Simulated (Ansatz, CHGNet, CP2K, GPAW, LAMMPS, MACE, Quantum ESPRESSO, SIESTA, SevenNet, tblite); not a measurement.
## In2O3 with crystalline order left by the classical run (85 atoms) in Quantum ESPRESSO

Wanted: Quantum ESPRESSO inputs and outputs for In2O3 with crystalline order left by the classical run (85 atoms), checked against a plane-wave reference.

Method: the method is named at each step, in Quantum ESPRESSO 7.5.

## Step 1: The structure

The cell holds 85 atoms: 34 In and 51 O. Cell: a = 10.561 Å, b = 10.561 Å, c = 10.561 Å, α = 90.0°, β = 90.0°, γ = 90.0°. 85 atoms (34 Sc, 51 O) placed at random at 3.63 g/cm³, melted at 5000 K for 10 ps at fixed volume with the Morse and Coulomb pair potential with partial charges (Pedone, Malavasi, Menziani, Cormack and Segre, J. Phys. Chem. B 110, 11780 (2006)). Quenched from 5000 K to 300 K at 10 K/ps and fixed volume, held 10 ps at zero pressure, then minimised at fixed cell. Then Sc was replaced by In and the cell scaled by 1.038 (the potential has no terms for the new elements, so the cell is a start for a DFT relaxation).

The yardstick, on the same geometry:

* method: Kohn-Sham DFT, PBE, PAW, plane waves (Ansatz 0.2.0); cutoff 420 eV, Γ point, fermi-dirac smearing of 0.05 eV; PAW set soft_2
* r.m.s. force component: 0.2336 eV/Å
* longest force: 1.087 eV/Å
* pressure: -2.215 GPa
* spacing of highest filled and lowest empty level: 0.2719 eV
* SCF cycles: 11
* time: 22 s on 4 threads of Arm Neoverse V2, shared host
* CPU time: 82 s

## Step 2: PBE, sssp-1.3.0-efficiency, 60/480 Ry

Method: Kohn-Sham DFT, PBE, SSSP efficiency 1.3.0 pseudopotentials, plane waves.

pw.in reads:

```
&control
  calculation = 'scf'
  pseudo_dir = './pseudo'
  outdir = './tmp'
  disk_io = 'none'
  tprnfor = .true.
  tstress = .true.
/
&system
  ibrav = 0
  nat = 85
  ntyp = 2
  ecutwfc = 60
  ecutrho = 480
  nosym = .true.
  occupations = 'smearing'
  smearing = 'fd'
  degauss = 0.003675
/
&electrons
  conv_thr = 4.3e-07
  electron_maxstep = 100
  mixing_beta = 0.4
  mixing_mode = 'plain'
  diagonalization = 'david'
/
ATOMIC_SPECIES
In 114.818 In.upf
O 15.999 O.upf
CELL_PARAMETERS angstrom
10.56142 0.00000 0.00000
0.00000 10.56142 0.00000
0.00000 0.00000 10.56142
ATOMIC_POSITIONS crystal
In 0.08861 0.82545 0.99279
In 0.17585 0.56740 0.84533
In 0.72887 0.53097 0.52458
In 0.93215 0.64855 0.22476
In 0.80020 0.63705 0.87605
In 0.96004 0.32046 0.66446
In 0.16792 0.34920 0.35344
In 0.94329 0.07256 0.15580
In 0.97805 0.67851 0.57987
In 0.34355 0.59318 0.57503
In 0.14543 0.10646 0.86571
In 0.49429 0.78268 0.31913
In 0.73165 0.95429 0.43148
In 0.26491 0.07714 0.20687
In 0.55035 0.44096 0.83289
In 0.04936 0.37513 0.04461
In 0.35500 0.33490 0.07932
In 0.61460 0.11363 0.22319
In 0.44751 0.72974 0.96346
In 0.06566 0.07925 0.48877
In 0.82022 0.31530 0.35421
In 0.67620 0.47800 0.15671
In 0.28105 0.30552 0.69936
In 0.61596 0.78496 0.68349
In 0.78623 0.25053 0.93372
In 0.17151 0.83288 0.35198
In 0.26653 0.58948 0.20635
In 0.24081 0.85083 0.71768
In 0.71930 0.88187 0.04844
In 0.64132 0.18006 0.65147
In 0.86301 0.97388 0.73963
In 0.46482 0.33564 0.42209
In 0.45005 0.08963 0.91879
In 0.38305 0.04341 0.50984
O 0.23065 0.49028 0.02783
O 0.93120 0.48805 0.56596
O 0.41739 0.77024 0.65204
O 0.20132 0.99779 0.02929
O 0.28811 0.18067 0.39387
O 0.99193 0.74050 0.39497
O 0.52641 0.50470 0.52572
O 0.84568 0.36385 0.10506
O 0.58339 0.64498 0.84147
O 0.44756 0.67720 0.15447
O 0.83797 0.17557 0.74641
O 0.33692 0.02197 0.76291
O 0.11693 0.18262 0.66793
O 0.91883 0.88583 0.09386
O 0.05592 0.92988 0.80432
O 0.56595 0.08062 0.42533
O 0.64571 0.90311 0.23796
O 0.06821 0.39562 0.82374
O 0.77620 0.84151 0.85907
O 0.44640 0.23054 0.60298
O 0.66384 0.98114 0.65531
O 0.90452 0.97075 0.54344
[... 25 atom lines left out ...]
O 0.63051 0.77764 0.47002
O 0.72968 0.32036 0.53827
O 0.24630 0.41726 0.53011
O 0.78300 0.52554 0.32771
K_POINTS gamma
```

Launch:

```bash
OMP_NUM_THREADS=1 mpirun -np 4 pw.x -in pw.in > output.txt
```

Output:

```text
Program PWSCF
     gamma-point specific algorithms are used
     one sub-group per band group will be used
     scalapack distributed-memory algorithm (size of sub-group:  2*  2 procs)
     Parallelization info
     sticks:   dense  smooth     PW     G-vecs:    dense   smooth      PW
     Min        3803    1902    473               353068   124869   15630
     Max        3806    1906    478               353074   124870   15633
     Sum       15217    7613   1901              1412283   499479   62525
     bravais-lattice index     =            0
     lattice parameter (alat)  =      19.9582  a.u.
     unit-cell volume          =    7949.9343 (a.u.)^3
     number of atoms/cell      =           85
     number of atomic types    =            2
     number of electrons       =       748.00
     number of Kohn-Sham states=          449
     kinetic-energy cutoff     =      60.0000  Ry
     charge density cutoff     =     480.0000  Ry
     scf convergence threshold =      4.3E-07
     mixing beta               =       0.4000
     number of iterations used =            8  plain     mixing
     Exchange-correlation= SLA  PW   PBX  PBC
                           (   1   4   3   4   0   0   0)
     crystal axes: (cart. coord. in units of alat)
               a(1) = (   1.000000   0.000000   0.000000 )
               a(2) = (   0.000000   1.000000   0.000000 )
               a(3) = (   0.000000   0.000000   1.000000 )
     reciprocal axes: (cart. coord. in units 2 pi/alat)
               b(1) = (  1.000000  0.000000  0.000000 )
               b(2) = (  0.000000  1.000000  0.000000 )
               b(3) = (  0.000000  0.000000  1.000000 )
     PseudoPot. # 1 for In:
     Pseudo is Ultrasoft + core correction, Zval = 13.0
     PseudoPot. # 2 for O :
     Pseudo is Projector augmented-wave + core cor, Zval =  6.0
     atomic species   valence    mass     pseudopotential
     In               13.00   114.81800     In( 1.00)
     O                 6.00    15.99900     O ( 1.00)
     No symmetry found
   Cartesian axes
     number of k points=     1  Fermi-Dirac smearing, width (Ry)=  0.0037
                       cart. coord. in units 2pi/alat
        k(    1) = (   0.0000000   0.0000000   0.0000000), wk =   2.0000000
     Dense  grid:   706142 G-vectors     FFT dimensions: ( 144, 144, 144)
     Smooth grid:   249740 G-vectors     FFT dimensions: ( 100, 100, 100)
     Initial potential from superposition of free atoms
     starting charge     747.8735, renormalised to     748.0000
     Starting wfcs are  510 randomized atomic wfcs
     Self-consistent Calculation
     iteration #  1     ecut=    60.00 Ry     beta= 0.40
     total energy              =   -7042.65699043 Ry
     estimated scf accuracy    <      25.46243141 Ry
     iteration #  2     ecut=    60.00 Ry     beta= 0.40
     total energy              =   -7050.19261846 Ry
     estimated scf accuracy    <       2.75689528 Ry
     iteration #  3     ecut=    60.00 Ry     beta= 0.40
     total energy              =   -7050.83629511 Ry
     estimated scf accuracy    <       0.74074123 Ry
     iteration #  4     ecut=    60.00 Ry     beta= 0.40
     total energy              =   -7050.91930689 Ry
     estimated scf accuracy    <       0.19217360 Ry
     iteration #  5     ecut=    60.00 Ry     beta= 0.40
     total energy              =   -7050.88729826 Ry
     estimated scf accuracy    <       0.71057991 Ry
     iteration #  6     ecut=    60.00 Ry     beta= 0.40
     total energy              =   -7050.93934023 Ry
     estimated scf accuracy    <       0.22913877 Ry
[...]
total energy              =   -7050.96312291 Ry
[...]
iteration # 15     ecut=    60.00 Ry     beta= 0.40
     total energy              =   -7050.96312358 Ry
     estimated scf accuracy    <       0.00000943 Ry
     iteration # 16     ecut=    60.00 Ry     beta= 0.40
     total energy              =   -7050.96312485 Ry
     estimated scf accuracy    <       0.00000065 Ry
     iteration # 17     ecut=    60.00 Ry     beta= 0.40
     End of self-consistent calculation
          k = 0.0000 0.0000 0.0000 ( 31263 PWs)   bands (ev):
    -9.8845  -9.7485  -9.6916  -9.5952  -9.5630  -9.5029  -9.4923  -9.4401
    -9.4307  -9.3928  -9.3319  -9.3074  -9.2664  -9.2478  -9.1713  -9.1584
    -9.1314  -9.1149  -9.0787  -9.0733  -9.0548  -9.0319  -9.0170  -9.0122
    -8.9727  -8.9611  -8.9212  -8.8858  -8.8813  -8.8431  -8.8271  -8.8016
    -8.7575  -8.7234  -8.7102  -8.6924  -8.6412  -8.6261  -8.5858  -8.5765
    -8.5588  -8.5123  -8.4739  -8.4438  -8.4220  -8.3960  -8.3749  -8.3517
[...]
15.6186  15.6819  15.7403  15.7974  15.8680  15.9653  16.0595  16.0680
    16.1066  16.1930  16.2482  16.3158  16.3442  16.3953  16.4862  16.5601
    16.6195  16.6746  16.7160  16.7460  16.7613  16.9432  16.9818  17.0242
    17.0687
     the Fermi energy is     7.9924 ev
!    total energy              =   -7050.96312491 Ry
     estimated scf accuracy    <       0.00000007 Ry
     smearing contrib. (-TS)   =      -0.00574466 Ry
     internal energy E=F+TS    =   -7050.95738026 Ry
     The total energy is F=E-TS. E is the sum of the following terms:
     one-electron contribution =   -1922.97290719 Ry
     hartree contribution      =    1608.87990604 Ry
     xc contribution           =   -2002.30644991 Ry
     ewald contribution        =   -4248.98535715 Ry
     one-center paw contrib.   =    -485.57257204 Ry
     convergence has been achieved in  17 iterations
     Forces acting on atoms (cartesian axes, Ry/au):
     atom    1 type  1   force =    -0.01592845    0.00855999    0.00685132
     atom    2 type  1   force =    -0.01788704   -0.01264466    0.00339339
     atom    3 type  1   force =    -0.03144228   -0.00828736    0.01459913
     atom    4 type  1   force =     0.01459939   -0.00680042   -0.00506000
     atom    5 type  1   force =     0.03196375   -0.02576475    0.01117217
     atom    6 type  1   force =    -0.00530504    0.01995427   -0.00031025
[...]
atom   83 type  2   force =     0.01153301    0.00055764    0.00515386
     atom   84 type  2   force =     0.01093666    0.00243380    0.00308663
     atom   85 type  2   force =     0.00802914   -0.00398579   -0.00138142
     Total force =     0.145533     Total SCF correction =     0.000735
     Computing stress (Cartesian axis) and pressure
          total   stress  (Ry/bohr**3)                   (kbar)     P=      -21.33
  -0.00030673  -0.00005101  -0.00011352          -45.12       -7.50      -16.70
  -0.00005101   0.00003634   0.00011419           -7.50        5.35       16.80
  -0.00011352   0.00011419  -0.00016451          -16.70       16.80      -24.20
     Message from routine punch:
     Nothing written, as per user request (disk_io='none')
```

It took 5 min on 4 MPI ranks of Arm Neoverse V2, shared host; peak memory 4.3 GiB.

Banners, paths, timers and routine set-up lines are dropped from the logs unmarked, and long logs keep their key lines alone; longer cuts are marked.

Compared with the plane-wave run:

```
r.m.s. force component                  : 0.2343 eV/Å
r.m.s. difference of force components   : 16.64 meV/Å
longest difference of force vectors     : 68.02 meV/Å
force difference over r.m.s. force      : 7.122 %
slope of forces against the reference's : 1.001
correlation of force components         : 0.9975
pressure                                : -2.132 GPa
pressure difference                     : 0.0826 GPa
```

Length of the force difference by element (eV/Å):

```tsv
element	atoms	mean	most
In	34	0.029	0.068
O	51	0.023	0.068
```

Local excerpt of 9 atoms (numbers count through the whole input) about In9, which has 4 bonded neighbours where the commonest count for In is 6; x, y, z are measured from there.

```tsv
atom	x	y	z	distance (Å)	bonds	Fx	Fy	Fz (eV/Å)
In9	0.00	0.00	0.00	0.00	4	0.39	-0.25	-0.10
O40	0.15	0.65	-1.95	2.06	3	-0.10	0.21	0.04
O36	-0.49	-2.01	-0.15	2.08	3	-0.23	-0.20	-0.28
O68	1.90	-0.10	0.87	2.09	4	-0.04	0.14	-0.13
O72	-1.97	-0.03	0.85	2.15	4	-0.19	0.10	0.03
In3	-2.63	-1.56	-0.58	3.11	5	-0.81	-0.21	0.38
O56	-0.78	3.09	-0.38	3.21	3	0.01	-0.26	-0.18
In26	2.04	1.63	-2.41	3.55	6	0.13	-0.36	0.06
O75	0.23	-0.31	3.58	3.60	3	0.14	0.21	0.17
```

Forces lie 7.1 % from the reference's, at 15 times its CPU time.

## Step 3: Outcome

| Quantity | Value |
| --- | --- |
| force difference from the reference | QE PBE, sssp-1.3.0-efficiency, 60/480 Ry, 7.1 % |
| its CPU time | 20 min |

**Reading.** PBE on plane waves or a grid with other potentials, cutoffs or grids differs from the reference by 7.1 % (QE PBE, sssp-1.3.0-efficiency, 60/480 Ry) of the r.m.s. force; potentials, valence shells or grid differ, and the table alone doesn't part them (QE's 60 Ry are 816 eV, against the reference's 420 eV). The quench rate of 10 K/ps is many orders above laboratory rates, so the cell is likely richer in defects and strain than a real sample. The network of bonds at the start is that of the classical potential that made the cell, and needn't be the one that DFT or experiment would give. The reference's stress is far from hydrostatic: its diagonal is -4.6, 0.4, -2.5 GPa, compression counted positive. The reference's pressure of -2.2 GPa belongs to a cell and atoms that aren't relaxed at this level. The electronic-structure runs sample only Γ, in a cell whose shortest periodic width is 11 Å.

[Also dropped from logs without a mark: logging warnings of Python, and SIESTA's first energy breakdown and zero terms.]

[Logs are printed without paths, hosts, clocks, repeated set-up lines and the standing remarks that a program may print on its own settings, such as how far it seeks lower states.]

[Hosts, paths, dates, database ids (printed as entryN), source tags and the programs' standing remarks are cut or masked in the printed files.]
